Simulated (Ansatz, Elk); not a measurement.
**Dielectric function and optical constants of LiTaO2 (model structure)**

Aim: the dielectric function of LiTaO2 (model structure), and the optical constants that follow from it. The cell was made here by substitution or stacking, whether or not such a phase is known. It was built so: All S replaced by O and V replaced by Ta in the P-3m1 structure of LiVS2. The cell is first relaxed with Ansatz.

Main program and level: Elk 11.2.3 (patched build); DFT, PBE, all-electron APW+lo, Dirac cores, scalar-relativistic bands, independent-particle optical response without local fields.

## Step 1: Set-up

The structure is trigonal, space group P-3m1 (No. 164). The conventional cell has a = 3.002 Å, b = 3.002 Å, c = 5.452 Å, α = 90.00°, β = 90.00°, γ = 120.00°. Nearest to Ta lie 6 O at 2.16 Å. O has 3 Ta at 2.16 Å and 3 Li at 2.26 Å nearest. Li has 6 O at 2.26 Å nearest. Farther neighbours, and contacts between anions beyond the nearest, are not listed.

As a file:

```cif
data_structure
_symmetry_space_group_name_H-M 'P-3m1'
_symmetry_Int_Tables_number 164
_cell_length_a 3.0023
_cell_length_b 3.0023
_cell_length_c 5.4518
_cell_angle_alpha 90.000
_cell_angle_beta 90.000
_cell_angle_gamma 120.000
_cell_volume 42.56
loop_
_atom_site_label
_atom_site_type_symbol
_atom_site_symmetry_multiplicity
_atom_site_Wyckoff_symbol
_atom_site_fract_x
_atom_site_fract_y
_atom_site_fract_z
_atom_site_occupancy
Ta1 Ta 1 a 0.00000 0.00000 0.00000 1
O1 O 2 d 0.66667 0.33333 0.76500 1
Li1 Li 1 b 0.00000 0.00000 0.50000 1
```

## Step 2: Relaxation

The structure was built or cut out here, so it is relaxed before any spectrum is computed.

This step: DFT, PBE, plane-wave PAW, default files, scalar-relativistic, relaxation (Ansatz 0.2.0).

input.yaml reads:

```yaml
crystal:
  lattice:
    - [3.0023397798, 0.0, 0.0]
    - [-1.5011698899, 2.6001025201, 0.0]
    - [0.0, 0.0, 5.45178291]
  atoms:
    - { symbol: Ta, position: [0.0, 0.0, 0.0] }
    - { symbol: O, position: [0.6666666667, 0.3333333333, 0.765] }
    - { symbol: O, position: [0.3333333333, 0.6666666667, 0.235] }
    - { symbol: Li, position: [0.0, 0.0, 0.5] }
kpoints:
  mp_grid: { grid: [9, 9, 4] }
scf:
  occupations: { method: fermi_dirac, width: 0.05 }
hamiltonian:
  xc: pbe
output:
  forces: true
  stress: true
relax:
  f_tol: 0.02
  max_steps: 50
  cell: {}
```

Run with:

```console
$ ansatz run input.yaml --threads 4 --pin off --max-ram 8192MiB --backend cpu --events-out ev --progress --plain --runs-dir out
```

The log of the run:

```text
Engine: ansatz 0.2.0, aarch64-unknown-linux-gnu
Pseudopotentials: kind: paw
Pseudopotential: Ta, paw, valence charge 13, recommended cutoff 420 eV (normal), Ta.paw.azcp
Pseudopotential: O, paw, valence charge 6, recommended cutoff 420 eV (normal), O.paw.azcp
Pseudopotential: Li, paw, valence charge 3, recommended cutoff 420 eV (normal), Li.paw.azcp
Functional definition: PBE
  parameter kappa = 0.804
  parameter beta = 0.066725
  exchange = pbe_x(kappa = kappa, mu = beta*pi^2/3)
  correlation = pbe_c(beta = beta)
Crystal: 4 atoms, lattice volume = 42.559 Å³
Basis set: ecut = 420 eV, 823 PW (Γ), exchange–correlation on 48×48×80 points (8 copies of the dense FFT grid, shifted against one another)
Bands: 18, of which v1, the nominal top of the filled ones, is band 14 counted from 1 (13 counted from 0)
Symmetry: 12 space group operations
Space group: P-3m1 (ITA 164), of the structure as read, at distance tolerance 3.5e-5 Å
k-points: 43 of 324
Non-local potential: Ta, projectors of the file, l = 0: 3, l = 1: 2, l = 2: 2, l = 3: 1
Non-local potential: O, projectors of the file, l = 0: 2, l = 1: 2, l = 2: 1
Non-local potential: Li, projectors of the file, l = 0: 3, l = 1: 2, l = 2: 1
PAW form: soft (Blöchl's): semilocal exchange-correlation on the pseudo side does not see the compensation charge
PAW one-centre angular grid: Ta, 590 points (default); XC on 64 Gauss nodes
PAW one-centre angular grid: O, 110 points (default); XC on 64 Gauss nodes
PAW one-centre angular grid: Li, 110 points (default); XC on 64 Gauss nodes
Initial density: superposition of atomic densities (neutral atoms: chi_scale 0, normalization atom), corrected by the library's trained network
Initial wavefunctions: pseudopotential atomic-orbital guess
Functional: x = pbe(κ = 0.804, μ = 0.219515), c = pbe(β = 0.066725)
SCF iter   1: F=—  HF=-11274.917610 eV  |F-HF|=—  |Δ(HF+E_count)|=         —  Δρ=5.53e-3  dr2=6.01e-3  ethr=1.77e-3  ⟨swp⟩=5.8  Hψ=3806  notcnv=0
preconditioner: auto → Kerker (q_TF=auto, 2.544 Å⁻¹)  [metal: Δε(μ)=0.044 eV  Ē_g=11.809 eV  σ=0.050 eV  W_gap=0.21  n_scr=10 (ndim 8)  ℏωp=24.1 eV  f_vac=0.009  D(μ)=1.51/eV (n_scr^D=10)]
SCF iter   2: F=—  HF=-11274.917459 eV  |F-HF|=—  |Δ(HF+E_count)|=   1.51e-4  Δρ=2.73e-3  dr2=9.56e-4  ethr=2.15e-5  ⟨swp⟩=1.7  Hψ=1270  notcnv=0
SCF iter   3: F=—  HF=-11274.917817 eV  |F-HF|=—  |Δ(HF+E_count)|=   3.58e-4  Δρ=9.48e-4  dr2=2.17e-4  ethr=3.42e-6  ⟨swp⟩=2.8  Hψ=1200  notcnv=0
SCF iter   4: F=—  HF=-11274.917887 eV  |F-HF|=—  |Δ(HF+E_count)|=   7.04e-5  Δρ=2.06e-4  dr2=1.67e-5  ethr=7.76e-7  ⟨swp⟩=2.0  Hψ=1052  notcnv=0
SCF iter   5: F=—  HF=-11274.917902 eV  |F-HF|=—  |Δ(HF+E_count)|=   1.49e-5  Δρ=4.26e-5  dr2=2.06e-6  ethr=5.96e-8  ⟨swp⟩=2.0  Hψ=1074  notcnv=0
SCF iter   6: F=—  HF=-11274.917902 eV  |F-HF|=—  |Δ(HF+E_count)|=   1.65e-7  Δρ=1.43e-5  dr2=2.26e-7  ethr=7.37e-9  ⟨swp⟩=2.1  Hψ=1046  notcnv=0
SCF iter   7: F=-11274.917902 eV  HF=-11274.917902 eV  |F-HF|=2.01e-9  |Δ(HF+E_count)|=   4.58e-8  Δρ=4.38e-6  dr2=1.78e-8  ethr=3.57e-10  ⟨swp⟩=4.4  Hψ=2470  notcnv=0
SCF 1 converged in 7 iterations: F = -11274.917902 eV  dr2 = 1.78e-8
  greatest PAW one-centre occupation: 1.000 electrons in one spin orbital (limit 2), on the Li atom at site 3 (counted from 0), in its partial waves of l = 0
relax step   1: F+E_penalty+E_count = -11274.91790200 eV  Δ(F+E_penalty+E_count) = +0.000e0 eV  max|allowed force component| = 1.438e0 eV/Å  Δτ_max = 0.0000 Å  P = -3.796 GPa  Ω = 42.559 Å³  (7 SCF iters, dr2 threshold 1.00e-7 eV, accepted)
Crystal: 4 atoms, lattice volume = 40.160 Å³
Basis set: ecut = 420 eV, 799 PW (Γ), exchange–correlation on 48×48×80 points (8 copies of the dense FFT grid, shifted against one another)
Initial density: handed on by an earlier stage of this run
Initial wavefunctions: those handed on with the density
iter 1 solved again at ethr=5.19e-4 eV; its pass at ethr=3.10e-3 eV (dr2=1.45e-1 eV) is discarded
SCF iter   1: F=—  HF=-11275.361387 eV  |F-HF|=—  |Δ(HF+E_count)|=         —  Δρ=1.73e-2  dr2=1.45e-1  ethr=5.19e-4  ⟨swp⟩=1.0  Hψ=5274  notcnv=0
preconditioner: auto → Kerker (q_TF=auto, 2.569 Å⁻¹)  [metal: Δε(μ)=0.037 eV  Ē_g=11.603 eV  σ=0.050 eV  W_gap=0.18  n_scr=10 (ndim 8)  ℏωp=24.9 eV  f_vac=0.000  D(μ)=0.81/eV (n_scr^D=2)]
SCF iter   2: F=—  HF=-11275.337110 eV  |F-HF|=—  |Δ(HF+E_count)|=   2.43e-2  Δρ=9.19e-3  dr2=4.43e-2  ethr=5.19e-4  ⟨swp⟩=2.0  Hψ=972  notcnv=0
SCF iter   3: F=—  HF=-11275.326994 eV  |F-HF|=—  |Δ(HF+E_count)|=   1.01e-2  Δρ=4.51e-3  dr2=1.42e-2  ethr=1.58e-4  ⟨swp⟩=2.4  Hψ=1276  notcnv=0
SCF iter   4: F=—  HF=-11275.324043 eV  |F-HF|=—  |Δ(HF+E_count)|=   2.95e-3  Δρ=1.12e-3  dr2=9.91e-4  ethr=5.07e-5  ⟨swp⟩=2.6  Hψ=1078  notcnv=0
SCF iter   5: F=—  HF=-11275.323874 eV  |F-HF|=—  |Δ(HF+E_count)|=   1.69e-4  Δρ=2.64e-4  dr2=7.02e-5  ethr=3.54e-6  ⟨swp⟩=2.2  Hψ=1078  notcnv=0
SCF iter   6: F=—  HF=-11275.323830 eV  |F-HF|=—  |Δ(HF+E_count)|=   4.37e-5  Δρ=8.74e-5  dr2=7.77e-6  ethr=2.51e-7  ⟨swp⟩=2.1  Hψ=1059  notcnv=0
SCF iter   7: F=-11275.323829 eV  HF=-11275.323829 eV  |F-HF|=9.85e-8  |Δ(HF+E_count)|=   9.78e-7  Δρ=2.73e-5  dr2=3.19e-7  ethr=1.43e-9  ⟨swp⟩=3.3  Hψ=3183  notcnv=0
SCF 2 converged in 7 iterations: F = -11275.323829 eV  dr2 = 3.19e-7
relax step   2: F+E_penalty+E_count = -11275.32382932 eV  Δ(F+E_penalty+E_count) = -4.059e-1 eV  max|allowed force component| = 4.486e-2 eV/Å  Δτ_max = 0.0895 Å  P = -1.973 GPa  Ω = 40.160 Å³  energy of the carried Pulay correction = +9.142e-3 eV  (7 SCF iters, dr2 threshold 4.00e-7 eV, accepted)
Crystal: 4 atoms, lattice volume = 39.393 Å³
iter 1 solved again at ethr=4.05e-6 eV; its pass at ethr=3.10e-3 eV (dr2=1.13e-3 eV) is discarded
SCF iter   1: F=—  HF=-11275.340592 eV  |F-HF|=—  |Δ(HF+E_count)|=         —  Δρ=2.74e-3  dr2=1.15e-3  ethr=4.05e-6  ⟨swp⟩=1.6  Hψ=4947  notcnv=0
preconditioner: auto → Kerker (q_TF=auto, 2.577 Å⁻¹)  [metal: Δε(μ)=0.030 eV  Ē_g=11.767 eV  σ=0.050 eV  W_gap=0.15  n_scr=10 (ndim 8)  ℏωp=25.1 eV  f_vac=0.000  D(μ)=0.77/eV (n_scr^D=2)]
SCF iter   2: F=—  HF=-11275.340405 eV  |F-HF|=—  |Δ(HF+E_count)|=   1.86e-4  Δρ=1.42e-3  dr2=3.39e-4  ethr=4.05e-6  ⟨swp⟩=2.1  Hψ=1029  notcnv=0
SCF iter   3: F=—  HF=-11275.340388 eV  |F-HF|=—  |Δ(HF+E_count)|=   1.68e-5  Δρ=5.07e-4  dr2=6.33e-5  ethr=1.21e-6  ⟨swp⟩=2.7  Hψ=1298  notcnv=0
SCF iter   4: F=—  HF=-11275.340390 eV  |F-HF|=—  |Δ(HF+E_count)|=   1.17e-6  Δρ=1.14e-4  dr2=4.55e-6  ethr=2.26e-7  ⟨swp⟩=2.0  Hψ=1071  notcnv=0
SCF iter   5: F=-11275.340393 eV  HF=-11275.340393 eV  |F-HF|=1.33e-7  |Δ(HF+E_count)|=   3.17e-6  Δρ=2.18e-5  dr2=1.86e-7  ethr=1.43e-9  ⟨swp⟩=3.2  Hψ=3151  notcnv=0
SCF 3 converged in 5 iterations: F = -11275.340393 eV  dr2 = 1.86e-7
relax step   3: F+E_penalty+E_count = -11275.34039293 eV  Δ(F+E_penalty+E_count) = -1.656e-2 eV  max|allowed force component| = 7.469e-4 eV/Å  Δτ_max = 0.0221 Å  P = -0.077 GPa  Ω = 39.393 Å³  energy of the carried Pulay correction = +1.218e-2 eV  (5 SCF iters, dr2 threshold 4.00e-7 eV, accepted)
[...]
relax step   4: F+E_penalty+E_count = -11275.34058557 eV  Δ(F+E_penalty+E_count) = -1.926e-4 eV  max|allowed force component| = 6.423e-3 eV/Å  Δτ_max = 0.0007 Å  P = +0.060 GPa  Ω = 39.378 Å³  energy of the carried Pulay correction = +1.224e-2 eV  (4 SCF iters, dr2 threshold 4.00e-7 eV, accepted)
[...]
relax step   5: F+E_penalty+E_count = -11275.34052781 eV  Δ(F+E_penalty+E_count) = +5.776e-5 eV  max|allowed force component| = 2.475e-3 eV/Å  Δτ_max = 0.0005 Å  P = +0.019 GPa  Ω = 39.395 Å³  energy of the carried Pulay correction = +1.217e-2 eV  (4 SCF iters, dr2 threshold 3.59e-8 eV, accepted)
[...]
relax step   6: F+E_penalty+E_count = -11275.33484639 eV  Δ(F+E_penalty+E_count) = +5.681e-3 eV  max|allowed force component| = 2.642e-3 eV/Å  Δτ_max = 0.0000 Å  P = -0.301 GPa  Ω = 39.395 Å³  stress off target by 4.33e-1 GPa  SCF on the basis re-selected at this cell (its energy is not comparable with the rows above)  (7 SCF iters)
[...]
relax step   7: F+E_penalty+E_count = -11275.33522863 eV  Δ(F+E_penalty+E_count) = -3.822e-4 eV  max|allowed force component| = 3.218e-3 eV/Å  Δτ_max = 0.0006 Å  P = +0.041 GPa  Ω = 39.322 Å³  energy of the carried Pulay correction = +2.906e-4 eV  (4 SCF iters, dr2 threshold 4.00e-7 eV, accepted)
iter 1 solved again at ethr=9.79e-8 eV; its pass at ethr=3.10e-3 eV (dr2=2.74e-5 eV) is discarded
SCF iter   1: F=—  HF=-11275.335049 eV  |F-HF|=—  |Δ(HF+E_count)|=         —  Δρ=2.36e-5  dr2=2.93e-7  ethr=9.79e-8  ⟨swp⟩=3.2  Hψ=5608  notcnv=0
preconditioner: auto → Kerker (q_TF=auto, 2.578 Å⁻¹)  [metal: Δε(μ)=0.126 eV  Ē_g=11.791 eV  σ=0.050 eV  W_gap=0.43  n_scr=10 (ndim 8)  ℏωp=25.1 eV  f_vac=0.000  D(μ)=0.76/eV (n_scr^D=2)]
SCF iter   2: F=—  HF=-11275.335013 eV  |F-HF|=—  |Δ(HF+E_count)|=   3.61e-5  Δρ=1.53e-5  dr2=2.18e-7  ethr=1.05e-9  ⟨swp⟩=2.0  Hψ=1326  notcnv=0
SCF iter   3: F=—  HF=-11275.335013 eV  |F-HF|=—  |Δ(HF+E_count)|=   3.19e-8  Δρ=7.24e-6  dr2=3.98e-8  ethr=7.78e-10  ⟨swp⟩=2.0  Hψ=1052  notcnv=0
SCF iter   4: F=—  HF=-11275.335013 eV  |F-HF|=—  |Δ(HF+E_count)|=   1.90e-9  Δρ=5.32e-6  dr2=8.58e-9  ethr=1.42e-10  ⟨swp⟩=2.0  Hψ=1074  notcnv=0
SCF iter   5: F=—  HF=-11275.335013 eV  |F-HF|=—  |Δ(HF+E_count)|=   1.63e-9  Δρ=1.02e-6  dr2=6.17e-10  ethr=3.06e-11  ⟨swp⟩=2.0  Hψ=1111  notcnv=0
SCF iter   6: F=-11275.335013 eV  HF=-11275.335013 eV  |F-HF|=2.18e-11  |Δ(HF+E_count)|=  1.09e-10  Δρ=3.00e-7  dr2=3.95e-11  ethr=1.00e-12  ⟨swp⟩=3.2  Hψ=3183  notcnv=0
SCF 8 converged in 6 iterations: F = -11275.335013 eV  dr2 = 3.95e-11
relax step   8: F+E_penalty+E_count = -11275.33501328 eV  Δ(F+E_penalty+E_count) = +2.153e-4 eV  max|allowed force component| = 3.269e-3 eV/Å  Δτ_max = 0.0000 Å  P = +0.034 GPa  Ω = 39.322 Å³  stress off target by 3.71e-2 GPa  SCF on the basis re-selected at this cell (its energy is not comparable with the rows above)  (6 SCF iters)
basis re-selected at this cell: Δ(F+E_penalty+E_count) = +2.153e-4 eV, ΔP = -0.007 GPa vs the last step (what re-selecting the basis moved, of the pressure what is left beyond the Pulay correction that the steps carried, after the strain that the cell walked since its last selection, with what the two solves' SCF thresholds leave and, on support functions, any second-order correction that the steps lacked; it is no m [...]
SCF converged after 6 iterations
Free energy (F): -11275.335013 eV
Harris-Foulkes:  -11275.335013 eV  (|F-HF|=2.18e-11)
Internal energy: -11275.329127 eV  (E = F + TS)
E sigma→0 (E₀):  -11275.332070 eV
Entropy (-TS):   -0.005887 eV (-1.472 meV/atom)
Fermi energy:    13.400181 eV
--- Per-component energies (eV) ---
  E_band       = -211.635245
  E_kinetic    = 742.216949
  E_local      = -1546.416387  (includes V_loc(G=0)·N_el)
  E_nonlocal   = 77.669275
  E_hartree    = 560.627872
  E_xc         = -378.668838
  E_vxc        = -408.790896  (∫ρ·V_xc dr)
  E_paw        = -8734.121815  (= ΣΔE_a)
  E_vpaw       = -197.574928  (= ΣTr[D̂ρ^β])
  E_aug_tail   = 0.004968  (compensation charges beyond the density's cutoff)
  E_ewald      = -1996.641151
  E_smearing   = -0.005887  (= −TS)
  E_closure    = -0.000000  (closes the sum)
  Σ components = -11275.335013   (vs F -11275.335013, Δ=0.00e0)
--- Forces (eV/Å), atoms counted from 1 ---
  atom   1  Ta    -0.00000000    -0.00000000     0.00000000
  atom   2  O      0.00000000     0.00000000    -0.00326940
  atom   3  O      0.00000000    -0.00000000     0.00326940
  atom   4  Li     0.00000000     0.00000000     0.00000000
  max |Σ_I F_I| component: 8.30e-31 eV/Å
--- Stress (GPa, compression-positive) ---
        0.037072       0.000000      -0.000000
        0.000000       0.037072      -0.000000
       -0.000000      -0.000000       0.026728
  P = ⅓ Tr σ = 0.0336 GPa (0.336 kbar)
--- Relaxed structure (6 steps of the walk, 6 accepted, 2 SCFs on fresh bases) ---
  F+E_penalty+E_count = -11275.33501328 eV   max|allowed force component| = 3.269e-3 eV/Å   (the final SCF, on the basis selected at the relaxed cell)
  cell:  # Å, volume = 39.3216 Å³
    - [2.853370, 0.0, 0]
    - [-1.426685, 2.471091, 0]
    - [0, 0, 5.576785]
  atoms:
    - { symbol: Ta, position: [0, 0, 0.0] }
    - { symbol: O, position: [0.666667, 0.333333, 0.744626] }
    - { symbol: O, position: [0.333333, 0.666667, 0.255374] }
    - { symbol: Li, position: [0, 0, 0.5] }
```

Run time: 4.5 s. Hardware: 4 threads of Arm Neoverse V1, shared host; peak memory 0.36 GiB; 15 s of CPU time.

Step by step:

```tsv
step	energy less that of the first step (eV)	largest force component (eV/Å)	pressure (GPa)	volume (Å³)
1	0.0000	1.4380	-3.80	42.56
2	-0.4059	0.0449	-1.97	40.16
3	-0.4225	0.0007	-0.08	39.39
4	-0.4227	0.0064	0.06	39.38
5	-0.4226	0.0025	0.02	39.40
6*	-0.4169	0.0026	-0.30	39.40
7	-0.4173	0.0032	0.04	39.32
8*	-0.4171	0.0033	0.03	39.32
```

Relaxation steps marked * repeat the geometry before them on a plane-wave basis chosen anew for their cell, so energy and pressure can jump there.

Forces are held to the 12 operations that the program found; a distortion that breaks them can't arise in this run.

```tsv
conventional cell, symmetrised	before	after	change
a (Å)	3.002	2.853	-5.0 %
b (Å)	3.002	2.853	-5.0 %
c (Å)	5.452	5.577	+2.3 %
volume (Å³/atom)	10.64	9.83	-7.6 %
```

The atoms that moved most (Å, as changes of fractional coordinates times the final cell):

```tsv
atom	dx	dy	dz	length
O3	0.000	0.000	0.114	0.114
O2	0.000	0.000	-0.114	0.114
```

Final coordinates:

```cif
data_structure
_symmetry_space_group_name_H-M 'P 1'
_symmetry_Int_Tables_number 1
_cell_length_a 2.8534
_cell_length_b 2.8534
_cell_length_c 5.5768
_cell_angle_alpha 90.000
_cell_angle_beta 90.000
_cell_angle_gamma 120.000
_cell_volume 39.32
loop_
_atom_site_label
_atom_site_type_symbol
_atom_site_fract_x
_atom_site_fract_y
_atom_site_fract_z
_atom_site_occupancy
Ta1 Ta 0.00000 0.00000 0.00000 1
O2 O 0.66667 0.33333 0.74463 1
O3 O 0.33333 0.66667 0.25537 1
Li4 Li 0.00000 0.00000 0.50000 1
```

The relaxation ends with a largest force component of 0.0033 eV/Å and a pressure of 0.03 GPa.

(Part 1 of 2 ends here.)

[Long decimals in the printed logs are rounded to 6 places.]

[Machine, clock and banner lines and Python warnings are left out of the logs.]

[Logs are printed without paths, hosts, clocks, repeated set-up lines and the standing remarks that a program may print on its own settings, such as how far it seeks lower states.]

[Hosts, paths, dates, database ids (printed as entryN), source tags and the programs' standing remarks are cut or masked in the printed files.]

[Where Elk ran, warnings of its patched build on accuracy (core leakage, angular cutoffs, spin-orbit splittings, empty states, lower magnetic states) are left out.]

[Where the starting crystal was built by hand or by swapping elements, it need not be the compound's stable phase.]

[The count of steps not shown may lack steps that the program refused or didn't finish.]
